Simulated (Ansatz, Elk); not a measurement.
# MgMn2Si2: X-ray structure factors from the self-consistent density, part 2 of 2

The structure of MgMn2Si2 used here is made up (a known structure type with other elements) and was relaxed beforehand with PBE. The aim is the Fourier transform of its all-electron density, F(hkl), set beside the sum over free spherical atoms that refinements use.

Elk 11.2.3 (patched build); all-electron DFT.

So far: The starting structure; Ground state and structure factors; The magnetisation density.

The structure was built from a prototype and need not be the compound's stable phase.

## 4. The highest occupied states alone

Level of this step: DFT, PBE, all-electron APW+lo, Dirac cores, scalar-relativistic bands, static density, ferromagnetic start (Elk).

An energy window below the Fermi level keeps the highest occupied states, to see at which angles they scatter; shallow core shells can lie inside it and anion s states outside. No new self-consistency is needed.

Input file elk.in:

```
tasks
  195

xctype
  20

spinpol
  .true.

rgkmax
  7.0

gmaxvr
  14.0

lmaxo
  7

lmaxapw
  8

swidth
  0.002

tshift
  .false.

ramdisk
  .false.

hmaxvr
  5.5

maxscl
  120

epspot
  1e-06

reducebf
  0.8

wsfac
  -0.319870 0.531370

sppath
  './'

avec
  7.39494797720 0.00000000000 -0.00000000000
  -3.69747398860 6.40421280792 -0.00000000000
  -0.00000000000 -0.00000000000 11.69291986607

atoms
  3
  'Mn.in'
  2
  0.6666666667 0.3333333333 0.3562405989   0.000000 0.000000 -0.105000
  0.3333333333 0.6666666667 0.6437594011   0.000000 0.000000 -0.105000
  'Si.in'
  2
  0.6666666667 0.3333333333 0.7371181820   0.000000 0.000000 0.000000
  0.3333333333 0.6666666667 0.2628818180   0.000000 0.000000 0.000000
  'Mg.in'
  1
  -0.0000000000 -0.0000000000 0.0000000000   0.000000 0.000000 0.000000

ngridk
  6 6 3
```

The run is started by

```sh
OMP_NUM_THREADS=4 elk
```

Numbers of over 12 decimals in the logs are rounded to 6 here.

Output:

```text
┌─────────────────────────────────┐
│ Elk code version 11.2.3 started │
└─────────────────────────────────┘

Info(readinput): the functional depends on the density's gradient
 muffin-tin radial points multiplied by    2.00000
 (not where nrmtscf is given)

┌────────────────────┐
│ Current task : 195 │
└────────────────────┘
Info(checkmt): changed muffin-tin radius of species 1 (Mn) from   2.4000 to   2.2731
Info(checkmt): changed muffin-tin radius of species 2 (Si) from   2.2000 to   2.0837

Info(sfacrho): density structure factors written to SFACRHO.OUT

 Energy window :  -0.3198700000      0.5313700000

┌──────────────────┐
│ Elk code stopped │
└──────────────────┘
```

Wall time 8.5 s (4 threads of Arm Neoverse V2, shared host); peak memory 0.21 GiB; 12 s of CPU time.

States within 15 eV below the Fermi level hold 24.00 electrons; any levels below the window count with the cores. Their amplitudes can exceed the total, where window and core parts have opposite phase:

| hkl | sin θ/λ (Å⁻¹) | abs F, window | abs F, all |
| --- | --- | --- | --- |
| 001 | 0.081 | 6.719 | 20.350 |
| 100 | 0.147 | 5.476 | 22.526 |
| 002 | 0.162 | 4.062 | 21.319 |
| 101 | 0.168 | 5.842 | 31.976 |
| 011 | 0.168 | 0.749 | 13.119 |
| 102 | 0.219 | 3.581 | 6.178 |
| 012 | 0.219 | 5.364 | 50.014 |
| 003 | 0.242 | 4.282 | 44.090 |
| 110 | 0.256 | 4.393 | 59.432 |
| 111 | 0.268 | 2.796 | 14.312 |

## 5. Another functional

The difference from free atoms is small, so it is set against the change that LDA (Perdew-Wang) makes.

Changes to elk.in since step 4:

```diff
@@ -1,6 +1,8 @@
 tasks
+  0
   195
+  196
 
 xctype
-  20
+  3
 
@@ -42,5 +44,2 @@
 
-wsfac
-  -0.319870 0.531370
-
 sppath
```

The run is started by

```sh
OMP_NUM_THREADS=4 elk
```

Output:

```text
┌─────────────────────────┐
│ Elk code version 11.2.3 │
└─────────────────────────┘

All units are atomic (Hartree, Bohr, etc.)

┌─────────────────────────────────────────────────┐
│ Ground-state run starting from atomic densities │
└─────────────────────────────────────────────────┘

Lattice vectors :
   7.394947977       0.000000000      -0.000000000
  -3.697473989       6.404212808      -0.000000000
  -0.000000000      -0.000000000       11.69291987

Reciprocal lattice vectors :
  0.8496591628      0.4905509464       0.000000000
[...]
error                       :   0.4940019383E-02

Moments :
 interstitial                :   0.1727593467
 muffin-tins
  species : 1 (Mn)
[...]
species : 2 (Si)
[...]
atom 2                    :  -0.9005620218E-01
  species : 3 (Mg)
   atom 1                    :  -0.6888759438E-02
 total in muffin-tins        :    4.001179733
 total moment                :    4.173939079

┌──────────────────────────────┐
│ Self-consistent loop stopped │
└──────────────────────────────┘

Warning : core states of species 2 leak from the muffin-tin :   0.2521863618E-02

Wrote STATE.OUT
[key lines of the parts left out:]
total energy                :     -3090.6482463794
```

Elapsed: 77 s, on 4 threads; peak memory 0.23 GiB.

Against the first run R = 0.11 %; the largest change is -0.053 at 300. The moment goes from 4.36 to 4.17 μB.

## 6. Basis size

A smaller basis shows how fast F responds to it; the change is likely larger than the basis error of the first run, but doesn't show convergence.

Changes to elk.in since step 5:

```diff
@@ -6,3 +6,3 @@
 xctype
-  3
+  20
 
@@ -12,3 +12,3 @@
 rgkmax
-  7.0
+  5.5
```

The run is started by

```sh
OMP_NUM_THREADS=4 elk
```

Output:

```text
┌─────────────────────────┐
│ Elk code version 11.2.3 │
└─────────────────────────┘

All units are atomic (Hartree, Bohr, etc.)

┌─────────────────────────────────────────────────┐
│ Ground-state run starting from atomic densities │
└─────────────────────────────────────────────────┘

Lattice vectors :
   7.394947977       0.000000000      -0.000000000
  -3.697473989       6.404212808      -0.000000000
  -0.000000000      -0.000000000       11.69291987

Reciprocal lattice vectors :
  0.8496591628      0.4905509464       0.000000000
[...]
total charge                :    90.00000000
 error                       :   0.4752908233E-02

Moments :
 interstitial                :   0.1743061669
 muffin-tins
  species : 1 (Mn)
[...]
species : 2 (Si)
[...]
atom 2                    :  -0.1178428292
  species : 3 (Mg)
   atom 1                    :  -0.1338870921E-01
 total in muffin-tins        :    4.233113156
 total moment                :    4.407419323

┌──────────────────────────────┐
│ Self-consistent loop stopped │
└──────────────────────────────┘

Warning : core states of species 2 leak from the muffin-tin :   0.2471386957E-02

Wrote STATE.OUT
[key lines of the parts left out:]
total energy                :     -3097.6028795547
```

It took 2.3 min on 4 threads; peak memory 0.36 GiB; 7.5 min of CPU time.

Against the first run R = 0.06 %; the largest change is +0.059 at 203. The moment goes from 4.36 to 4.41 μB.

## 7. Settings against the effect

| run | R against the first run (%) | R against neutral atoms, low angle (%) | wall time |
| --- | --- | --- | --- |
| PBE, rgkmax 7 | 0.00 | 0.94 | 2.6 min |
| LDA (Perdew-Wang) | 0.11 | 0.93 | 77 s |
| rgkmax 5.5 | 0.06 | 1.00 | 2.3 min |

## 8. Results

| Property | Result |
| --- | --- |
| R against neutral atoms, sin θ/λ < 0.3 Å⁻¹ | 0.94 % |
| R against neutral atoms, 0.3 to 0.78 Å⁻¹ | 0.26 % |

**Reading.** Independent neutral atoms miss the calculated amplitudes by R = 0.94 % below 0.3 Å⁻¹ and 0.26 % from there to 0.78 Å⁻¹; by shells, 1.71 % below 0.15 Å⁻¹ (2 forms), 0.86 % 0.15 to 0.3 (11 forms), 0.31 % 0.3 to 0.45 (25 forms), 0.24 % above 0.45 (111 forms). Bonding, aspherical density and the tables' own atoms all enter these figures, and the runs don't part them. The largest change of an amplitude is -0.52 electrons, at 110. The magnetic order is that of the start. No other order was tried here, and an antiferromagnetic one would change or move the magnetic intensity. The window's part falls from 24.0 electrons at the origin to at most 1.25 between 0.45 and 0.78 Å⁻¹, where compact states inside the window still scatter. Below 0.3 Å⁻¹ the changes that finished (LDA (Perdew-Wang) and rgkmax 5.5) move F by R = 0.08 % at most, against the 0.94 % that separates it from free atoms. The magnetic factors move by R = 6.2 % (LDA (Perdew-Wang)) and 1.2 % (rgkmax 5.5), so they aren't settled to better than that. The k-mesh has no finished test. Part of the difference isn't bonding: the tables are fits to free atoms and ions calculated by other methods than this functional. Thermal motion, anomalous dispersion and extinction are left out.

[Logs are printed without paths, hosts, clocks, repeated set-up lines and the standing remarks that a program may print on its own settings, such as how far it seeks lower states.]

[Hosts, paths, dates, database ids (printed as entryN), source tags and the programs' standing remarks are cut or masked in the printed files.]
